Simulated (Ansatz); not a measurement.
# Lattice dynamics of SiGe (model cell, started as CsCl type), part 2 of 2

How does SiGe (model cell, started as CsCl type) vibrate, and is this structure a minimum?

Ansatz 0.2.0; DFT LDA, scalar-relativistic, plane waves, PAW.

So far. Step 4 (Tight relaxation): The forces vanish by symmetry and the pressure is 0.003 GPa, within the tolerances set. The cell now holds 16.14 Å³/atom. Step 5 (Linear response at the zone centre): Before it was imposed, the acoustic sum rule was missed by 2.9e-5 eV/Å². Small misses are needed for a sound result but don't prove that mesh and cutoff are converged. The lowest optical mode is real, 175 cm⁻¹. The relaxed cell has a = 3.184 Å (conventional setting).

The structure was built from a prototype and need not be the compound's stable phase.

## 6. Phonons on a q mesh

Stability and thermal properties need the whole zone. Linear response on a 4×4×4 q mesh gives force constants as far as a supercell of that size would.

File input.yaml:

```yaml
crystal:
  lattice:
    - [3.1839675854, 0.0, 0.0]
    - [0.0, 3.1839675854, 0.0]
    - [0.0, 0.0, 3.1839675854]
  atoms:
    - { symbol: Ge, position: [0.0, 0.0, 0.0] }
    - { symbol: Si, position: [0.5, 0.5, 0.5] }
kpoints:
  mp_grid: { grid: [12, 12, 12] }
hamiltonian:
  xc: lda
scf:
  occupations: { method: methfessel_paxton, width: 0.15 }
output:
  eigenvalues: true
phonons:
  method: dfpt
  qmesh: [4, 4, 4]
  temperatures: { t_max: 1000, t_step: 50 }
  qpath:
    path:
      - [[0.0, 0.0, 0.0], [0.0, 0.5, 0.0], [0.5, 0.5, 0.0], [0.0, 0.0, 0.0], [0.5, 0.5, 0.5], [0.0, 0.5, 0.0]]
      - [[0.5, 0.5, 0.5], [0.5, 0.5, 0.0]]
    npoints: 10
```

Run with:

```bash
ansatz run input.yaml --threads 4 --pin off --max-ram 7168MiB --backend cpu --events-out ev --progress --plain --runs-dir out
```

Numbers of over 12 decimals in the logs are rounded to 6 here.

What it wrote:

```text
[...]
Crystal: 2 atoms, lattice volume = 32.278 Å³
Basis set: ecut = 420 eV, 619 PW (Γ), exchange–correlation on 48×48×48 points (8 copies of the dense FFT grid, shifted against one another)
Bands: 13, of which v1, the nominal top of the filled ones, is band 9 counted from 1 (8 counted from 0)
Symmetry: 48 space group operations
k-points: 84 of 1728
[...]
SCF iter   1: F=—  HF=-4823.506319 eV  |F-HF|=—  |Δ(HF+E_count)|=         —  Δρ=4.80e-3  dr2=5.91e-3  ethr=1.77e-3  ⟨swp⟩=5.2  Hψ=13289  notcnv=0  defer=11
[...]
SCF iter   8: F=-4823.503424 eV  HF=-4823.503424 eV  |F-HF|=6.37e-12  |Δ(HF+E_count)|=   1.65e-9  S|Δr|=    0.00e0  Δρ=1.52e-7  dr2=3.91e-12  ethr=1.00e-12  ⟨swp⟩=7.7  Hψ=7739  notcnv=0
[...]
SCF 1 converged in 8 iterations: F = -4823.503424 eV  dr2 = 3.91e-12
[...]
SCF iter   4: F=-4823.503424 eV  HF=-4823.503424 eV  |F-HF|=8.19e-12  |Δ(HF+E_count)|=  9.09e-12  S|Δr|=    0.00e0  Δρ=1.74e-7  dr2=3.32e-12  ethr=1.00e-12  ⟨swp⟩=2.2  Hψ=2264  notcnv=0
SCF 2 converged in 4 iterations: F = -4823.503424 eV  dr2 = 3.32e-12
phonons: the bands overlap, so this run is a metal and interpolates without the dipole-dipole term. If the crystal is really an insulator or semiconductor, its LO-TO splitting is missing
NSCF: frozen V_eff on 84 k-points
[...]
DFPT response loops at q = (0, 0, 0) (fractional): preconditioner auto → Kerker (q_TF=auto, 2.475 Å⁻¹) (partly filled bands, converged f_vac=0.000); β = 1.00, the filter's whole step (`scf.mixing.beta` (0.50) is not read by the response loops under this deck's `scf.mixing.preconditioner`; to damp them name `kerker` or `kerker_dos`, under which they read `scf.mixing.beta`, and type it under 1.00, their step now; both keys bind the ground state too); Broyden in place of MSR1
[...]
SCF converged after 8 iterations
[...]
Free energy (F): -4823.503424 eV
[...]
Internal energy: -4823.504033 eV  (E = F + TS)
E sigma→0 (E₀):  -4823.503576 eV
Entropy (-TS):   0.000608 eV (0.304 meV/atom)
Fermi energy:    11.058484 eV
[...]
--- Band table (eV; the first three rows and the last of 84) ---
  k-point 0: bands = [... 5 lower, -2.8371, 10.3466, 10.5772, 10.5772, 10.5772, 14.5644, 14.5644, 21.4911, ... 4 higher]
  k-point 1: bands = [... 5 lower, -2.7362, 8.8680, 10.6763, 10.6763, 11.3813, 14.6580, 15.4980, 20.8810, ... 4 higher]
  k-point 2: bands = [... 5 lower, -2.4335, 7.0440, 10.9728, 10.9728, 11.8929, 14.9376, 17.5796, 19.5664, ... 4 higher]
  k-point 83: bands = [... 5 lower, 5.7351, 7.0223, 8.5436, 8.5436, 8.5436, 8.9320, 8.9320, 8.9320, ... 4 higher]
--- Phonons (Γ-DFPT): 2 representative perturbations + reference (Σ response iterations 7) ---
  ASR residual: 3.334e-5 → 0.000e0 eV/Å²; symmetrization residual: 6.745e-6 eV/Å²
  ASR residual per site (eV/Å²): 1.13e-5 3.33e-5
  Γ frequencies (cm⁻¹): 0.00 0.00 0.00 174.79 174.79 174.79
--- Phonons (arbitrary-q DFPT): 10 irreducible q on the 4×4×4 mesh ---
  q = [0.0000, 0.0000, 0.0000] (star 1, of the zone-centre solve; hermiticity 5.93e-6, symmetrization 7.99e-12): -0.00 0.00 0.00 174.79 174.79 174.79
  q = [0.0000, 0.0000, 0.2500] (star 6, 4 solved perturbations in 1848 linear systems a pass and spin channel, the states on 588 of 1728 k-point pairs; hermiticity 2.19e-6, symmetrization 1.59e-12): 44.52 44.52 94.27 133.12 133.12 142.61
[...]
q = [0.0000, 0.2500, -0.5000] (star 12, 6 solved perturbations on 588 of 1728 k-point pairs; hermiticity 5.49e-7, symmetrization 6.83e-14): 38.04 47.23 65.93 81.93 180.55 182.56
[...]
sum rule: each row above includes the acoustic sum rule's correction from the zone centre's row sums; it moved no ω² by more than (0.57 cm⁻¹)²
  mesh force constants: q→R imaginary residual 3.47e-18; ASR residual 3.334e-5 → 0.000e0 eV/Å²; symmetrization residual 2.442e-15 eV/Å²
  interpolated dispersion: 62 rows × 6 modes
  density of states and harmonic sums: on the 20×20×20 q-mesh, interpolated from the force constants of a 4×4×4 supercell (no non-analytic term)
  largest difference from the sums on the solved wave vectors: F 6.08e-3 eV, S 1.20e-5 and C_V 5.94e-6 eV/K
  zero-point energy: 0.036837 eV/cell   skipped modes (ω ≤ 0): 198, of them read as no rigid motion or as one in doubt: 195 (7.093e-1 modes/cell left out, lowest -96.37 cm⁻¹)   left out of the sums: 1.18e-1 of the cell's modes: C_V's classical limit lies that fraction below 3 k_B per atom; for a crystal, a wire or a layer, F and S can be off by more, and a phonons.interpolated_qmesh denser along its periods is the remedy for the sampling
```

It took 2.6 min on 4 threads of Arm Neoverse V2, shared host; peak memory 1.4 GiB; 9.9 min of CPU time.

Numbers from this step:

```
sum-rule residual before enforcement                    : 3.33e-5 eV/Å²
lowest frequency on the path                            : -96.37 cm⁻¹
highest frequency on the path or at a solved wavevector : 195.3 cm⁻¹
lowest mode on the q mesh (acoustic modes at Γ apart)   : -91.55 cm⁻¹
```

Frequencies (cm⁻¹) solved at each irreducible wavevector; negative means imaginary. Frequencies by wavevector, by row:

| q in reciprocal lattice units | star | mode 1 | mode 2 | mode 3 | mode 4 | mode 5 | mode 6 |
| --- | --- | --- | --- | --- | --- | --- | --- |
| 0 0 0 | 1 | 0 | 0 | 0 | 174.8 | 174.8 | 174.8 |
| 0 0 0.25 | 6 | 44.5 | 44.5 | 94.3 | 133.1 | 133.1 | 142.6 |
| 0 0 -0.5 | 3 | 66.2 | 66.2 | 117.6 | 129.1 | 129.1 | 134.3 |
| 0 0.25 0.25 | 12 | 18.5 | 48.6 | 80.2 | 127.9 | 162.5 | 185.3 |
| 0 0.25 -0.5 | 12 | 38 | 47.2 | 65.9 | 81.9 | 180.6 | 182.6 |
| 0 -0.5 -0.5 | 3 | -65 | -61.3 | 16.4 | 16.4 | 167.8 | 167.8 |
| 0.25 0.25 0.25 | 8 | -91.5 | 60.1 | 60.1 | 147.8 | 147.8 | 152.5 |
| 0.25 0.25 -0.5 | 12 | -28.3 | -25.8 | 101.5 | 140.1 | 164.1 | 176.9 |
| 0.25 -0.5 -0.5 | 6 | 65.3 | 77 | 84.6 | 84.6 | 187.6 | 187.6 |
| -0.5 -0.5 -0.5 | 1 | 141.9 | 141.9 | 141.9 | 194.8 | 194.8 | 194.8 |

Interpolated from a 4×4×4 q mesh. Phonon branches along the path, in cm⁻¹:

| point | branch 1 | branch 2 | branch 3 | branch 4 | branch 5 | branch 6 |
| --- | --- | --- | --- | --- | --- | --- |
| Γ | 0 | 0 | 0 | 175 | 175 | 175 |
| halfway | 44 | 44 | 94 | 133 | 133 | 143 |
| X | 66 | 66 | 118 | 129 | 129 | 134 |
| halfway | 38 | 47 | 66 | 82 | 180 | 183 |
| M | -65 | -61 | 16 | 16 | 168 | 168 |
| halfway | 18 | 49 | 80 | 128 | 162 | 185 |
| Γ | 0 | 0 | 0 | 175 | 175 | 175 |
| halfway | -92 | 60 | 60 | 148 | 148 | 152 |
| R | 142 | 142 | 142 | 195 | 195 | 195 |
| halfway | -28 | -26 | 101 | 140 | 164 | 177 |
| X | 66 | 66 | 118 | 129 | 129 | 134 |
| jump to R | 142 | 142 | 142 | 195 | 195 | 195 |
| halfway | 65 | 77 | 85 | 85 | 188 | 188 |
| M | -65 | -61 | 16 | 16 | 168 | 168 |

The phonon branches as a text plot (rows in cm⁻¹):

```
    189 |                 ****               ******       ****
    177 |*         **** ***** *  **         *    ******       **
    165 | **      *    **    * *** ****  ***       *****        *
    153 |  *                    *      **  *      *        *
    141 |   **   *            **    *  * **  ****  ****** *
    128 |   ******           *       **      *  **      **
    116 |     *** *        **               *    **      * **
    104 |    *   * *                       *     * **       *
     92 |   *                 **         **          ** *   *
     80 |         *       ****      *       *     *    *     *
     68 |  *   *** *      *     *    **                ***   *
     56 |    **   ***    *              *               *     *
     43 | * *     ****   *   ***   *               *  *
     31 |             * *****    *     *                       *
     19 |* *         * **    *  *    **                *        *
      7 |**         *            *
     -5 |                         ***
    -17 |                     * **                   *
    -30 |                 *    *                    * *
    -42 |            **                              *        *
    -54 |             * **             *                      ***
    -66 |              **                  *                   **
    -78 |
    -90 |                               ***
         Γ      X      M          Γ            R        X|R     M
```

Tetrahedra on a 20×20×20 mesh, mean over bins of 5 cm-1. Interpolated from a 4×4×4 q mesh. Phonon density of states against wavenumber; read off at these points:

| wavenumber (cm⁻¹) | phonon density of states (1/cm⁻¹/cell) |
| --- | --- |
| -98 | 1.3e-4 |
| -82 | 0.00278 |
| -68 | 0.00418 |
| -58 | 0.00808 |
| -42 | 0.0115 |
| -28 | 0.00822 |
| -12 | 0.00983 |
| 2 | 0.00879 |
| 12 | 0.0109 |
| 28 | 0.0201 |
| 42 | 0.0288 |
| 58 | 0.0317 |
| 62 | 0.0336 |
| 72 | 0.0286 |
| 88 | 0.0255 |
| 98 | 0.0167 |
| 112 | 0.0138 |
| 128 | 0.0275 |
| 132 | 0.0354 |
| 142 | 0.0226 |
| 158 | 0.0291 |
| 168 | 0.0589 |
| 178 | 0.0915 |
| 182 | 0.0413 |
| 198 | 1.7e-4 |

Phonopy on the run's constants, 17x17x17 mesh, Gaussian sigma 2.3 cm-1. Interpolated from a 4×4×4 q mesh. Table of partial phonon density of states by wavenumber; read off at these points; values in 1/cm⁻¹/cell:

| wavenumber (cm⁻¹) | Ge | Si |
| --- | --- | --- |
| -100.0 | 1.0e-4 | 9.0e-5 |
| -90.0 | 0.00147 | 0.00122 |
| -80.0 | 0.00111 | 8.9e-4 |
| -70.0 | 0.00404 | 0.00308 |
| -60.0 | 0.00365 | 0.00360 |
| -50.0 | 0.00431 | 0.00369 |
| -40.0 | 0.0103 | 0.00537 |
| -30.0 | 0.00638 | 0.00293 |
| -20.0 | 0.00578 | 0.00301 |
| -10.0 | 0.00675 | 0.00334 |
| 0.0 | 9.2e-4 | 3.6e-4 |
| 10.0 | 0.00544 | 0.00223 |
| 20.0 | 0.00909 | 0.00416 |
| 30.0 | 0.0155 | 0.00968 |
| 36.1 | 0.0202 | 0.0107 |
| 40.0 | 0.0166 | 0.00855 |
| 48.1 | 0.0239 | 0.00966 |
| 50.0 | 0.0224 | 0.00912 |
| 60.0 | 0.0246 | 0.0106 |
| 62.0 | 0.0252 | 0.0106 |
| 70.0 | 0.0216 | 0.00672 |
| 80.0 | 0.0198 | 0.00822 |
| 87.9 | 0.0214 | 0.00724 |
| 90.0 | 0.0193 | 0.00711 |
| 100.0 | 0.0106 | 0.00768 |
| 110.0 | 0.00654 | 0.00499 |
| 120.0 | 0.00746 | 0.0142 |
| 130.0 | 0.00585 | 0.0258 |
| 131.8 | 0.0075 | 0.0295 |
| 140.0 | 0.00633 | 0.0240 |
| 150.0 | 0.00553 | 0.0155 |
| 160.0 | 0.0124 | 0.0258 |
| 170.0 | 0.0191 | 0.0368 |
| 175.7 | 0.0282 | 0.0563 |
| 177.7 | 0.0274 | 0.0564 |
| 180.0 | 0.0219 | 0.0457 |
| 190.0 | 0.00322 | 0.00884 |
| 200.0 | 8.0e-6 | 6.4e-5 |

Second derivatives of the energy by pair, one row for each kind of neighbour of each atom listed. Each entry sums the pair over the periodic images of the supercell that the q mesh stands for, and in a polar crystal it holds the long-range dipole part too. Force constants by pair, by row:

| atom | neighbour | distance (Å) | third of the trace (eV/Å²) | along the pair's line (eV/Å²) |
| --- | --- | --- | --- | --- |
| Ge1 | itself | 0 | 2.531 | – |
| Ge1 | Si | 2.757 | -0.168 | -0.9765 |
| Ge1 | Ge | 3.184 | -0.1511 | -0.8064 |
| Ge1 | Ge | 4.503 | 0.059 | 0.1875 |
| Ge1 | Si | 5.28 | -0.0306 | -0.0903 |
| Ge1 | Ge | 5.515 | -0.0565 | -0.1326 |
| Ge1 | Ge | 6.368 | 0.0119 | 0.0922 |
| Ge1 | Si | 6.939 | 0.0049 | -0.0129 |
| Ge1 | Ge | 7.12 | -0.0252 | -0.0451 |
| Si2 | itself | 0 | 1.81 | – |
| Si2 | Ge | 2.757 | -0.168 | -0.9765 |
| Si2 | Si | 3.184 | -0.03 | -0.3244 |
| Si2 | Si | 4.503 | 0.0565 | 0.174 |
| Si2 | Ge | 5.28 | -0.0306 | -0.0903 |
| Si2 | Si | 5.515 | -0.0631 | -0.1174 |
| Si2 | Si | 6.368 | 0.0312 | 0.0685 |
| Si2 | Ge | 6.939 | 0.0049 | -0.0129 |
| Si2 | Si | 7.12 | -0.0202 | -0.0453 |

Symmetry leaves 10 wavevectors to solve. The lowest mode among them, the acoustic zeros apart, lies at q = (0.25, 0.25, 0.25) and is imaginary, 91.5i cm⁻¹, so the energy falls along it. Between them the interpolated path dips to 96i cm⁻¹.

## 7. Another isotope, element Ge, natural mass 72.63 amu

An isotope changes the mass and not the force constants, so no new electronic calculation is needed; the shifts show which modes move this element.

The same force constants with the mass of Ge changed from 72.630 to 75.921 u (phonopy, no LO-TO term). Both lists are sorted by frequency; levels can cross, so a row need not hold one and the same mode. Modes under 3 cm⁻¹ are left out. Isotope shifts, by row:

| q | rank | natural mass (cm⁻¹) | changed mass (cm⁻¹) |
| --- | --- | --- | --- |
| 0 0 0 | 4 | 174.8 | 173.7 |
| 0 0 0 | 5 | 174.8 | 173.7 |
| 0 0 0 | 6 | 174.8 | 173.7 |
| 0 0 0.25 | 1 | 44.52 | 43.73 |
| 0 0 0.25 | 2 | 44.52 | 43.73 |
| 0 0 0.25 | 3 | 94.27 | 92.52 |
| 0 0 0.25 | 4 | 133.1 | 132.5 |
| 0 0 0.25 | 5 | 133.1 | 132.5 |
| 0 0 0.25 | 6 | 142.6 | 142.1 |
| 0 0 -0.5 | 1 | 66.24 | 64.78 |
| 0 0 -0.5 | 2 | 66.24 | 64.78 |
| 0 0 -0.5 | 3 | 117.6 | 115 |
| 0 0 -0.5 | 4 | 129.1 | 129.1 |
| 0 0 -0.5 | 5 | 129.1 | 129.1 |
| 0 0 -0.5 | 6 | 134.3 | 134.3 |
| 0 0.25 0.25 | 1 | 18.5 | 18.22 |
| 0 0.25 0.25 | 2 | 48.61 | 47.75 |
| 0 0.25 0.25 | 3 | 80.19 | 78.84 |
| 0 0.25 0.25 | 4 | 127.9 | 127.4 |
| 0 0.25 0.25 | 5 | 162.5 | 161.6 |
| 0 0.25 0.25 | 6 | 185.3 | 183.9 |

A mode of this element alone would shift by -2.19 %. The highest zone-centre frequency without the field goes from 174.8 to 173.7 cm⁻¹ (-0.6 %). The product of the frequency ratios over all optical modes at Γ is 0.982; the product rule, (m/m′)^(3k/2) (M′/M)^(3/2) with k = 1 such atoms and M the mass of the cell, gives 0.982.

## 8. Another isotope, element Si, natural mass 28.085 amu

The same for Si, from 28.09 to 29.97 u.

The same force constants with the mass of Si changed from 28.085 to 29.974 u (phonopy, no LO-TO term). Both lists are sorted by frequency; levels can cross, so a row need not hold one and the same mode. Modes under 3 cm⁻¹ are left out. Isotope shifts, by row:

| q | rank | natural mass (cm⁻¹) | changed mass (cm⁻¹) |
| --- | --- | --- | --- |
| 0 0 0 | 4 | 174.8 | 170.8 |
| 0 0 0 | 5 | 174.8 | 170.8 |
| 0 0 0 | 6 | 174.8 | 170.8 |
| 0 0 0.25 | 1 | 44.52 | 44.22 |
| 0 0 0.25 | 2 | 44.52 | 44.22 |
| 0 0 0.25 | 3 | 94.27 | 93.74 |
| 0 0 0.25 | 4 | 133.1 | 129.7 |
| 0 0 0.25 | 5 | 133.1 | 129.7 |
| 0 0 0.25 | 6 | 142.6 | 138.8 |
| 0 0 -0.5 | 1 | 66.24 | 66.24 |
| 0 0 -0.5 | 2 | 66.24 | 66.24 |
| 0 0 -0.5 | 3 | 117.6 | 117.6 |
| 0 0 -0.5 | 4 | 129.1 | 125 |
| 0 0 -0.5 | 5 | 129.1 | 125 |
| 0 0 -0.5 | 6 | 134.3 | 130 |
| 0 0.25 0.25 | 1 | 18.5 | 18.29 |
| 0 0.25 0.25 | 2 | 48.61 | 48.28 |
| 0 0.25 0.25 | 3 | 80.19 | 79.53 |
| 0 0.25 0.25 | 4 | 127.9 | 124.7 |
| 0 0.25 0.25 | 5 | 162.5 | 158.6 |
| 0 0.25 0.25 | 6 | 185.3 | 181.3 |

A mode of this element alone would shift by -3.20 %. The highest zone-centre frequency without the field goes from 174.8 to 170.8 cm⁻¹ (-2.3 %). The product of the frequency ratios over all optical modes at Γ is 0.933; the product rule, (m/m′)^(3k/2) (M′/M)^(3/2) with k = 1 such atoms and M the mass of the cell, gives 0.933.

## 9. Results

| Item | Value |
| --- | --- |
| space group after relaxation (within 0.01 Å) | Pm-3m |
| volume per atom | 16.1 Å³ |
| electronic character | no gap on this mesh |
| highest optical mode at the zone centre (no LO-TO term) | 175 cm⁻¹ |
| lowest optical zone-centre mode | 175 cm⁻¹ |
| lowest mode on the q mesh (acoustic modes at Γ apart) | -91.5 cm⁻¹ |
| highest frequency on the path or at a solved wavevector | 195 cm⁻¹ |
| imaginary modes on the 4×4×4 q mesh | yes |

Modes are clearly imaginary (beyond 10i cm⁻¹) at 3 of the 10 irreducible wavevectors, most at q = (0.25, 0.25, 0.25) (91.5i cm⁻¹), so this structure is not a minimum of the energy. The optical modes at Γ form one degenerate level at 175 cm⁻¹. The highest mode in this list at Γ, 174.8 cm⁻¹, is mostly motion of Si (72 % of the kinetic energy). With no gap, or one that is small against the smearing, the frequencies hang on the k mesh and the smearing, most of all near Kohn anomalies. The starting cell was built on a prototype and not taken from a measurement, so the phase need not exist. These are harmonic frequencies at zero temperature: anharmonic shifts, linewidths and thermal expansion are left out.

[Logs are printed without paths, hosts, clocks, repeated set-up lines and the standing remarks that a program may print on its own settings, such as how far it seeks lower states.]

[Hosts, paths, dates, database ids (printed as entryN), source tags and the programs' standing remarks are cut or masked in the printed files.]
